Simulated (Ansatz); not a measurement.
# Dielectric response of PbF2 (111) films, part 2 of 5

Wanted: ε of fluorite PbF2 (111) by finite fields on slabs, and the band edges against the vacuum where run.

Ansatz 0.2.0; plane-wave DFT, PBE, Ansatz PAW (the session's first sound run).

So far, gap on the k-mesh (eV): step 2 (relaxing the slab, 6 atoms, units 2) 4.45; step 3 (applied field, field 0.1 V/Å) 4.38.

### 4. Atoms held, 6 atoms, units 2, field -0.1 V/Å

Input file input.yaml:

```yaml
crystal:
  lattice:
    - [4.2002142813, 0.0, 0.0]
    - [-2.1001071406, 3.6374922689, 0.0]
    - [0.0, 0.0, 23.1441908985]
  atoms:
    - { symbol: F, position: [0.6666666667, 0.3333333333, 0.3955078795] }
    - { symbol: Pb, position: [0.3333333333, 0.6666666667, 0.4263767576] }
    - { symbol: F, position: [0.0, 0.0, 0.4689224554] }
    - { symbol: F, position: [0.3333333333, 0.6666666667, 0.5310775386] }
    - { symbol: Pb, position: [0.0, 0.0, 0.5736232443] }
    - { symbol: F, position: [0.6666666667, 0.3333333333, 0.6044921246] }
kpoints:
  mp_grid: { grid: [6, 6, 1] }
hamiltonian:
  xc: pbe
scf:
  occupations: { method: fixed }
  convergence: { dr2_threshold: 1.0e-10 }
efield:
  axis: 3
  dipole_correction: true
  ramp_position: 0.9262
  ramp_width: 0.1476
  amplitude: -0.1
output:
  write_potential: true
  write_density: true
  volumetric_format: npy
```

Run with:

```
> ansatz run input.yaml --threads 4 --pin off --max-ram 12288MiB --backend cpu --events-out ev --progress --plain --runs-dir out
```

Numbers of over 12 decimals in the logs are rounded to 6 here.

Output:

```text
[...]
Crystal: 6 atoms, lattice volume = 353.603 Å³
Basis set: ecut = 420 eV, 6815 PW (Γ)
Bands: 34, of which v1, the nominal top of the filled ones, is band 28 counted from 1 (27 counted from 0)
Symmetry: 6 space group operations
k-points: 7 of 36 (time reversal used)
[...]
k-point 0: bands = [... 24 lower, -5.1217, -4.8105, -4.6711, -4.2952, 1.2066, 1.7791, 3.0352, 3.6858, ... 2 higher]
  k-point 1: bands = [... 24 lower, -4.8841, -4.7343, -4.4331, -3.9905, 1.4193, 1.8191, 2.8285, 3.3888, ... 2 higher]
  k-point 2: bands = [... 24 lower, -4.8030, -4.6182, -3.7808, -3.4884, 1.4824, 2.1347, 2.2657, 3.2358, ... 2 higher]
  k-point 6: bands = [... 24 lower, -4.7050, -4.5239, -3.2749, -3.1763, 2.4342, 2.4815, 2.7984, 2.9020, ... 2 higher]
[key lines of the parts left out:]
SCF converged after 13 iterations
Free energy (F): -27049.092973 eV
Fermi energy:    -3.176257 eV
Dipole field:    D = -0.020924 V/Å  (p = -0.040889 e·Å, saw-weighted, corrected)
```

Wall time 3.1 s (4 threads of Arm Neoverse V1, shared host); peak memory 0.59 GiB.

The dipole is -0.0409 e·Å, and the gap on the mesh 4.383 eV.

### 5. Response with the atoms held, 6 atoms, units 2

This step: plane-wave DFT, PBE, Ansatz PAW; response to a field along the normal, atoms held (Ansatz 0.2.0).

The two fields give this film's response with the atoms held: the electronic part.

This step gave:

```
equivalent conductor thickness p/(ε₀AE) : 4.843 Å
distance between the outer atoms        : 4.837 Å
thickness                               : 6.859 Å
```

Local field over the applied field, running mean. From the potentials at -0.1 and 0.1 V/Å; running mean over 3.429 Å, taken twice. The local field over applied field by z:

```csv
z (Å),local field over applied field
4.5,0.903
5.0,0.986
5.5,0.980
6.0,0.954
6.5,0.911
7.0,0.850
7.5,0.774
8.0,0.685
8.5,0.591
9.0,0.499
9.5,0.421
10.0,0.360
10.5,0.317
11.0,0.290
11.5,0.278
12.0,0.285
12.5,0.308
13.0,0.346
13.5,0.401
14.0,0.475
14.5,0.564
15.0,0.658
15.5,0.749
16.0,0.830
16.5,0.896
17.0,0.944
17.5,0.974
18.0,0.989
18.5,0.939
```

Electrons, planar mean, per unit field. Induced electron density against z:

z (Å), induced electron density (e/Å³ per V/Å) and a bar from the least value:
```
     4.19    0.00000 ###############
     4.63    0.00000 ###############
     5.06    0.00000 ###############
     5.35    0.00000 ###############
     5.79    0.00001 ###############
     6.22    0.00004 ###############
     6.65    0.00011 ###############
     6.94    0.00021 ################
     7.38    0.00053 #################
     7.81    0.00124 #####################
     8.25    0.00253 ##########################
     8.53    0.00332 ##############################
     8.97    0.00267 ###########################
     9.40    0.00119 ####################
     9.84   -0.00023 ##############
    10.13   -0.00036 #############
    10.56   -0.00173 #######
    10.99   -0.00030 ##############
    11.43    0.00019 ################
    11.72   -0.00019 ##############
    12.15    0.00030 ################
    12.58    0.00173 #######################
    13.02    0.00036 #################
    13.31    0.00023 ################
    13.74   -0.00119 ##########
    14.18   -0.00267 ###
    14.61   -0.00332 
    14.90   -0.00253 ####
    15.33   -0.00124 #########
    15.77   -0.00053 #############
    16.20   -0.00021 ##############
    16.49   -0.00011 ###############
    16.92   -0.00004 ###############
    17.36   -0.00001 ###############
    17.79    0.00000 ###############
    18.08    0.00000 ###############
    18.52    0.00000 ###############
    18.95    0.00000 ###############
```

By hand: between -0.1 and 0.1 V/Å the dipole changes by 0.08178 e·Å, a slope of 0.4089 e·Å²/V. A perfect conductor of thickness t has p = ε₀AEt, so t = 180.95 × 0.4089 / 15.278 = 4.84 Å (e/ε₀ = 180.95 V·Å, A in Å²).

The induced dipole is that of a conductor 4.84 Å thick.

### 6. Relaxing in the field, 6 atoms, field 0.05 V/Å

This step: plane-wave DFT, PBE, Ansatz PAW (Ansatz 0.2.0).

Now the atoms may follow the field. A weak field makes forces of meV/Å to tens of meV/Å, so the force tolerance is set well below the usual one.

Changes to input.yaml since step 4:

```diff
@@ -22,5 +22,8 @@
   dipole_correction: true
-  ramp_position: 0.9262
-  ramp_width: 0.1476
-  amplitude: -0.1
+  ramp_position: 0.97
+  ramp_width: 0.06
+  amplitude: 0.05
+relax:
+  f_tol: 0.0006
+  max_steps: 70
 output:
```

Output:

```text
[...]
Crystal: 6 atoms, lattice volume = 353.603 Å³
Basis set: ecut = 420 eV, 6815 PW (Γ), exchange–correlation on 60×60×320 points (8 copies of the dense FFT grid, shifted against one another)
Bands: 34, of which v1, the nominal top of the filled ones, is band 28 counted from 1 (27 counted from 0)
Symmetry: 6 space group operations
k-points: 7 of 36 (time reversal used)
[...]
SCF iter   1: F=—  HF=-27053.412723 eV  |F-HF|=—  |Δ(HF+E_count)|=         —  Δρ=6.15e-2  dr2=1.39e1  ethr=3.10e-3  p=0.027 e·Å  D=1.40e-2 V/Å  ΔV_dip=-0.32 eV  dr2_dipole=1.18e-4  V_vac-E_F(+/−)=9.58/8.84 eV  ⟨swp⟩=5.0  Hψ=833  notcnv=0  defer=26
[...]
SCF iter  13: F=-27049.091211 eV  HF=-27049.091211 eV  |F-HF|=2.18e-11  |Δ(HF+E_count)|=  1.02e-10  Δρ=1.59e-7  dr2=3.36e-11  ethr=1.00e-12  p=0.020 e·Å  D=1.05e-2 V/Å  ΔV_dip=-0.24 eV  dr2_dipole=9.68e-14  V_vac-E_F(+/−)=7.03/6.22 eV  ⟨swp⟩=7.0  Hψ=1317  notcnv=0
SCF 1 converged in 13 iterations: F = -27049.091211 eV  dr2 = 3.36e-11
[...]
relax step   1: F+E_penalty+E_count = -27049.09121114 eV  Δ(F+E_penalty+E_count) = +0.000e0 eV  max|allowed force component| = 4.103e-2 eV/Å  Δτ_max = 0.0000 Å  (13 SCF iters, accepted)
[...]
SCF iter   9: F=-27049.091199 eV  HF=-27049.091199 eV  |F-HF|=2.18e-11  |Δ(HF+E_count)|=  2.04e-10  Δρ=1.16e-7  dr2=3.17e-11  ethr=1.00e-12  p=0.036 e·Å  D=1.84e-2 V/Å  ΔV_dip=-0.43 eV  dr2_dipole=1.50e-13  V_vac-E_F(+/−)=6.94/6.31 eV  ⟨swp⟩=7.0  Hψ=1322  notcnv=0
SCF 2 converged in 9 iterations: F = -27049.091199 eV  dr2 = 3.17e-11
[...]
relax step   2: F+E_penalty+E_count = -27049.09119900 eV  Δ(F+E_penalty+E_count) = +1.214e-5 eV  max|allowed force component| = 4.493e-2 eV/Å  Δτ_max = 0.0073 Å  (9 SCF iters, rejected (line search))
SCF iter   1: F=—  HF=-27049.091792 eV  |F-HF|=—  |Δ(HF+E_count)|=         —  Δρ=1.41e-4  dr2=4.05e-4  ethr=6.88e-6  p=0.036 e·Å  D=1.84e-2 V/Å  ΔV_dip=-0.43 eV  dr2_dipole=1.58e-4  V_vac-E_F(+/−)=6.94/6.31 eV  ⟨swp⟩=3.4  Hψ=471  notcnv=0  defer=28
[...]
SCF iter   8: F=-27049.091403 eV  HF=-27049.091403 eV  |F-HF|=7.28e-11  |Δ(HF+E_count)|=   1.31e-9  Δρ=2.14e-7  dr2=7.77e-11  ethr=1.00e-12  p=0.028 e·Å  D=1.42e-2 V/Å  ΔV_dip=-0.33 eV  dr2_dipole=1.72e-13  V_vac-E_F(+/−)=7.01/6.28 eV  ⟨swp⟩=5.9  Hψ=1428  notcnv=0
SCF 3 converged in 8 iterations: F = -27049.091403 eV  dr2 = 7.77e-11
relax step   3: F+E_penalty+E_count = -27049.09140282 eV  Δ(F+E_penalty+E_count) = -1.917e-4 eV  max|allowed force component| = 1.279e-3 eV/Å  Δτ_max = 0.0036 Å  (8 SCF iters, accepted)
SCF iter   1: F=—  HF=-27049.091642 eV  |F-HF|=—  |Δ(HF+E_count)|=         —  Δρ=1.44e-5  dr2=1.29e-6  ethr=6.62e-8  p=0.028 e·Å  D=1.42e-2 V/Å  ΔV_dip=-0.33 eV  dr2_dipole=1.79e-7  V_vac-E_F(+/−)=7.01/6.28 eV  ⟨swp⟩=2.3  Hψ=429  notcnv=0  defer=12
[...]
SCF iter   6: F=-27049.091404 eV  HF=-27049.091404 eV  |F-HF|=5.09e-11  |Δ(HF+E_count)|=  2.95e-10  Δρ=1.08e-7  dr2=1.60e-11  ethr=1.00e-12  p=0.028 e·Å  D=1.44e-2 V/Å  ΔV_dip=-0.33 eV  dr2_dipole=1.62e-13  V_vac-E_F(+/−)=7.01/6.28 eV  ⟨swp⟩=7.0  Hψ=1314  notcnv=0
SCF 4 converged in 6 iterations: F = -27049.091404 eV  dr2 = 1.60e-11
relax step   4: F+E_penalty+E_count = -27049.09140360 eV  Δ(F+E_penalty+E_count) = -7.880e-7 eV  max|allowed force component| = 3.682e-4 eV/Å  Δτ_max = 0.0005 Å  (6 SCF iters, accepted)
NSCF: frozen V_eff on 7 k-points
the band table was solved once a step of the walk had ended and its energy, with any forces and stress, was formed, with the checks that follow a solve (1272 applications of the Hamiltonian). They found nothing against the state; the energy, forces and stress were not computed again (output.eigenvalues in the input reference)
[...]
SCF converged after 6 iterations
[...]
Free energy (F): -27049.091404 eV
[...]
Internal energy: -27049.091404 eV  (E = F + TS)
E sigma→0 (E₀):  -27049.091404 eV
Fermi energy:    -3.222472 eV
Dipole field:    D = 0.014400 V/Å  (p = 0.028140 e·Å, saw-weighted, corrected)
Work function:   not extracted (applied field tilts the vacuum); planar V_es + V_field profile in the machine report
[...]
--- Forces (eV/Å), atoms counted from 1 ---
  atom   1  F     -0.00000000    -0.00000000    -0.00010810
  atom   2  Pb     0.00000000     0.00000000    -0.00017638
  atom   3  F      0.00000000     0.00000000     0.00006419
  atom   4  F     -0.00000000    -0.00000000     0.00036830
  atom   5  Pb    -0.00000000    -0.00000000    -0.00006745
  atom   6  F      0.00000000     0.00000000    -0.00008008
  max |Σ_I F_I| component: 4.77e-7 eV/Å
--- Band table (eV; the first three rows and the last of 7) ---
  k-point 0: bands = [... 24 lower, -5.1542, -4.7557, -4.7240, -4.2961, 1.2206, 1.7725, 3.2424, 3.6904, ... 2 higher]
  k-point 1: bands = [... 24 lower, -4.8732, -4.7413, -4.4352, -3.9944, 1.4364, 1.8090, 2.8344, 3.6097, ... 2 higher]
  k-point 2: bands = [... 24 lower, -4.7833, -4.6387, -3.7729, -3.4965, 1.4881, 2.1549, 2.2463, 3.2344, ... 2 higher]
  k-point 6: bands = [... 24 lower, -4.6841, -4.5452, -3.2285, -3.2225, 2.4577, 2.4656, 2.8407, 2.8603, ... 2 higher]
--- Relaxed structure (4 steps of the walk, 3 accepted, 0 SCFs on fresh bases) ---
  F+E_penalty+E_count = -27049.09140360 eV   max|allowed force component| = 3.682e-4 eV/Å
  atoms:
    - { symbol: F, position: [0.666667, 0.333333, 0.395334] }
    - { symbol: Pb, position: [0.333333, 0.666667, 0.426529] }
    - { symbol: F, position: [0, 0, 0.468940] }
    - { symbol: F, position: [0.333333, 0.666667, 0.531095] }
    - { symbol: Pb, position: [0, 0, 0.573777] }
    - { symbol: F, position: [0.666667, 0.333333, 0.604325] }
```

The job ended after 7.6 s (4 threads; peak memory 0.61 GiB; 29 s of CPU time).

Hardly anything moved in the relaxation; the energy changed by under 0.2 meV an atom.

Numbers from this step:

* gap on the k-mesh: 4.443 eV
* dipole along the normal: 0.02814 e·Å

The relaxation took 4 steps and lowered the energy by 1.9e-4 eV; the largest force on the free atoms ends at 3.7e-4 eV/Å.

The dipole is 0.0281 e·Å, and the gap on the mesh 4.443 eV.

### 7. Field on, atoms free, 6 atoms, field -0.05 V/Å

The opposite sign, again from the field-free geometry; the difference of the two cancels what relaxes without a field.

Changes to input.yaml since step 6:

```diff
@@ -24,3 +24,3 @@
   ramp_width: 0.06
-  amplitude: 0.05
+  amplitude: -0.05
 relax:
```

Output:

```text
[...]
Crystal: 6 atoms, lattice volume = 353.603 Å³
Basis set: ecut = 420 eV, 6815 PW (Γ), exchange–correlation on 60×60×320 points (8 copies of the dense FFT grid, shifted against one another)
Bands: 34, of which v1, the nominal top of the filled ones, is band 28 counted from 1 (27 counted from 0)
Symmetry: 6 space group operations
k-points: 7 of 36 (time reversal used)
[...]
F+E_penalty+E_count = -27049.09140360 eV   max|allowed force component| = 3.675e-4 eV/Å
  atoms:
    - { symbol: F, position: [0.666667, 0.333333, 0.395675] }
    - { symbol: Pb, position: [0.333333, 0.666667, 0.426223] }
    - { symbol: F, position: [0, 0, 0.468905] }
    - { symbol: F, position: [0.333333, 0.666667, 0.531060] }
    - { symbol: Pb, position: [0, 0, 0.573471] }
    - { symbol: F, position: [0.666667, 0.333333, 0.604666] }
[key lines of the parts left out:]
SCF converged after 6 iterations
Free energy (F): -27049.091404 eV
Fermi energy:    -3.222472 eV
Dipole field:    D = -0.014401 V/Å  (p = -0.028141 e·Å, saw-weighted, corrected)
```

It took 7.7 s on 4 threads; peak memory 0.61 GiB; 29 s of CPU time.

Hardly anything moved in the relaxation; the energy changed by under 0.2 meV an atom.

The relaxation took 4 steps and lowered the energy by 1.9e-4 eV; the largest force on the free atoms ends at 3.7e-4 eV/Å.

The dipole is -0.0281 e·Å, and the gap on the mesh 4.443 eV.

### 8. Response with the atoms relaxed, 6 atoms, units 2

This step: plane-wave DFT, PBE, Ansatz PAW; response to a field along the normal, atoms relaxed (Ansatz 0.2.0).

The two relaxed runs give the static response.

Numbers from this step:

| Item | Value |
| --- | --- |
| equivalent conductor thickness p/(ε₀AE) | 6.666 Å |

Local field over the applied field, running mean. From the potentials at -0.05 and 0.05 V/Å; running mean over 3.429 Å, taken twice. The local field over applied field by z:

z (Å), local field over applied field and a bar:
```
      4.5      0.997 ##############################
      5.0      0.990 ##############################
      5.5      0.964 #############################
      6.0      0.958 #############################
      6.5      0.921 ############################
      7.0      0.822 #########################
      7.5      0.681 ####################
      8.0      0.545 ################
      8.5      0.423 ############
      9.0      0.330 ##########
      9.5      0.189 #####
     10.0      0.072 ##
     10.5      0.019 
     11.0      0.035 
     11.5      0.050 #
     12.0      0.042 #
     12.5      0.019 
     13.0      0.049 #
     13.5      0.149 ####
     14.0      0.293 ########
     14.5      0.398 ############
     15.0      0.507 ###############
     15.5      0.642 ###################
     16.0      0.784 #######################
     16.5      0.898 ###########################
     17.0      0.953 #############################
     17.5      0.962 #############################
     18.0      0.983 ##############################
     18.5      0.996 ##############################
```

The induced dipole is that of a conductor 6.67 Å thick.

### 9. Relaxation, 9 atoms, units 3

This step: plane-wave DFT, PBE, Ansatz PAW (Ansatz 0.2.0).

System of this step: PbF2 (111), 3 units. The cell holds 9 atoms: 6 F and 3 Pb. Cell: a = 4.200 Å, b = 4.200 Å, c = 26.574 Å, α = 90.0°, β = 90.0°, γ = 120.0°. It derives from PbF2 (fluorite PbF2). Vacuum lies along c.

The next thickness, treated alike, so that differences show the interior and the faces cancel.

Input file input.yaml:

```yaml
crystal:
  lattice:
    - [4.20021428, 0.0, 0.0]
    - [-2.10010714, 3.63749227, 0.0]
    - [0.0, 0.0, 26.5736514975]
  atoms:
    - { symbol: F, position: [0.66666667, 0.33333333, 0.3386813438] }
    - { symbol: Pb, position: [0.33333333, 0.66666667, 0.3709450751] }
    - { symbol: F, position: [0.0, 0.0, 0.4032088063] }
    - { symbol: F, position: [0.33333333, 0.66666667, 0.4677362688] }
    - { symbol: Pb, position: [0.0, 0.0, 0.5] }
    - { symbol: F, position: [0.66666667, 0.33333333, 0.5322637312] }
    - { symbol: F, position: [0.0, 0.0, 0.5967911937] }
    - { symbol: Pb, position: [0.66666667, 0.33333333, 0.6290549249] }
    - { symbol: F, position: [0.33333333, 0.66666667, 0.6613186562] }
kpoints:
  mp_grid: { grid: [6, 6, 1] }
hamiltonian:
  xc: pbe
scf:
  occupations: { method: fixed }
  convergence: { dr2_threshold: 1.0e-09 }
efield:
  axis: 3
  dipole_correction: true
  ramp_position: 0.97
  ramp_width: 0.06
relax:
  f_tol: 0.003
  max_steps: 100
output:
  eigenvalues: true
  write_potential: true
  write_density: true
  volumetric_format: npy
  elf: true
```

Output:

```text
[...]
Crystal: 9 atoms, lattice volume = 405.999 Å³
Basis set: ecut = 420 eV, 7775 PW (Γ), exchange–correlation on 60×60×360 points (8 copies of the dense FFT grid, shifted against one another)
Bands: 51, of which v1, the nominal top of the filled ones, is band 42 counted from 1 (41 counted from 0)
Symmetry: 6 space group operations
[...]
- { symbol: Pb, position: [0.333333, 0.666667, 0.369639] }
    - { symbol: F, position: [0, 0, 0.404459] }
    - { symbol: F, position: [0.333333, 0.666667, 0.464954] }
    - { symbol: Pb, position: [0, 0, 0.500000] }
    - { symbol: F, position: [0.666667, 0.333333, 0.535046] }
    - { symbol: F, position: [0, 0, 0.595541] }
    - { symbol: Pb, position: [0.666667, 0.333333, 0.630361] }
    - { symbol: F, position: [0.333333, 0.666667, 0.658602] }
[key lines of the parts left out:]
SCF converged after 9 iterations
Free energy (F): -40573.750007 eV
Fermi energy:    -2.192963 eV
Dipole field:    D = -0.000000 V/Å  (p = -0.000000 e·Å, saw-weighted, corrected)
Work function:   Φ+ = 6.7466 eV   Φ− = 6.7467 eV
```

The job ended after 26 s (4 threads; peak memory 0.8 GiB).

Relaxation path:

```csv
step,energy less that of the first step (eV),largest force component (eV/Å)
1,0.0000,0.3583
2,0.0352,0.6743
3,-0.0453,0.0568
4,-0.0466,0.0211
5,-0.0468,0.0275
6,-0.0470,0.0012
```

Relaxation step 2 was tried and not accepted.

The run keeps the 6 symmetry operations that it works with, so distortions that break them were not tested.

The atoms that moved most (Å):

```csv
atom,dx,dy,dz,length
F6,0.000,0.000,0.074,0.074
F4,0.000,0.000,-0.074,0.074
F9,0.000,0.000,-0.072,0.072
F1,0.000,0.000,0.072,0.072
Pb2,0.000,0.000,-0.035,0.035
Pb8,0.000,0.000,0.035,0.035
F7,0.000,0.000,-0.033,0.033
F3,0.000,0.000,0.033,0.033
```

Final coordinates:

```cif
data_structure
_symmetry_space_group_name_H-M 'P 1'
_symmetry_Int_Tables_number 1
_cell_length_a 4.2002
_cell_length_b 4.2002
_cell_length_c 26.5737
_cell_angle_alpha 90.000
_cell_angle_beta 90.000
_cell_angle_gamma 120.000
_cell_volume 406.00
loop_
_atom_site_label
_atom_site_type_symbol
_atom_site_fract_x
_atom_site_fract_y
_atom_site_fract_z
_atom_site_occupancy
F1 F 0.66667 0.33333 0.34140 1
Pb2 Pb 0.33333 0.66667 0.36964 1
F3 F 0.00000 0.00000 0.40446 1
F4 F 0.33333 0.66667 0.46495 1
Pb5 Pb 0.00000 0.00000 0.50000 1
F6 F 0.66667 0.33333 0.53505 1
F7 F 0.00000 0.00000 0.59554 1
Pb8 Pb 0.66667 0.33333 0.63036 1
F9 F 0.33333 0.66667 0.65860 1
```

The relaxation took 6 steps and lowered the energy by 0.047 eV; the largest force on the free atoms ends at 0.0012 eV/Å.

The gap is 4.26 eV, with the valence edge 6.75 eV and the conduction edge 2.48 eV under the upper vacuum level.

### 10. Single point, 9 atoms, units 3, field 0.1 V/Å

Input file input.yaml:

```yaml
crystal:
  lattice:
    - [4.2002142813, 0.0, 0.0]
    - [-2.1001071406, 3.6374922689, 0.0]
    - [0.0, 0.0, 26.5736514975]
  atoms:
    - { symbol: F, position: [0.6666666667, 0.3333333333, 0.3413980507] }
    - { symbol: Pb, position: [0.3333333333, 0.6666666667, 0.369639142] }
    - { symbol: F, position: [0.0, 0.0, 0.4044591907] }
    - { symbol: F, position: [0.3333333333, 0.6666666667, 0.464954302] }
    - { symbol: Pb, position: [0.0, 0.0, 0.500000001] }
    - { symbol: F, position: [0.6666666667, 0.3333333333, 0.5350456988] }
    - { symbol: F, position: [0.0, 0.0, 0.595540809] }
    - { symbol: Pb, position: [0.6666666667, 0.3333333333, 0.6303608573] }
    - { symbol: F, position: [0.3333333333, 0.6666666667, 0.6586019485] }
kpoints:
  mp_grid: { grid: [6, 6, 1] }
hamiltonian:
  xc: pbe
scf:
  occupations: { method: fixed }
  convergence: { dr2_threshold: 1.0e-10 }
efield:
  axis: 3
  dipole_correction: true
  ramp_position: 0.9374
  ramp_width: 0.1251
  amplitude: 0.1
output:
  write_potential: true
  write_density: true
  volumetric_format: npy
```

Output:

```text
[...]
Crystal: 9 atoms, lattice volume = 405.999 Å³
Basis set: ecut = 420 eV, 7775 PW (Γ)
Bands: 51, of which v1, the nominal top of the filled ones, is band 42 counted from 1 (41 counted from 0)
Symmetry: 6 space group operations
k-points: 7 of 36 (time reversal used)
[...]
k-point 0: bands = [... 38 lower, -3.8891, -3.6863, -3.4559, -2.7438, 2.1286, 2.3886, 3.4373, 4.0863, ... 5 higher]
  k-point 1: bands = [... 38 lower, -3.6664, -3.4327, -3.1628, -2.6783, 2.2994, 2.5371, 3.3179, 3.7041, ... 5 higher]
  k-point 2: bands = [... 38 lower, -3.4772, -2.9184, -2.6112, -2.4060, 2.2370, 2.8287, 3.0389, 3.3535, ... 5 higher]
  k-point 6: bands = [... 38 lower, -3.3774, -2.5441, -2.2968, -2.0895, 3.0554, 3.1606, 3.6783, 3.8645, ... 5 higher]
[key lines of the parts left out:]
SCF converged after 14 iterations
Free energy (F): -40573.753640 eV
Fermi energy:    -2.089544 eV
Dipole field:    D = 0.027419 V/Å  (p = 0.061520 e·Å, saw-weighted, corrected)
```

Elapsed: 5.7 s, on 4 threads; peak memory 0.75 GiB; 22 s of CPU time.

The dipole is 0.0615 e·Å, and the gap on the mesh 4.155 eV.

(Continued in part 3 of 5.)

[Logs are printed without paths, hosts, clocks, repeated set-up lines and the standing remarks that a program may print on its own settings, such as how far it seeks lower states.]

[Hosts, paths, dates, database ids (printed as entryN), source tags and the programs' standing remarks are cut or masked in the printed files.]

[Maps of the electrostatic potential energy from Ansatz leave out the sawtooth potential of an applied field or a dipole correction, so their vacuum need not be flat; planar profiles and work functions include it.]
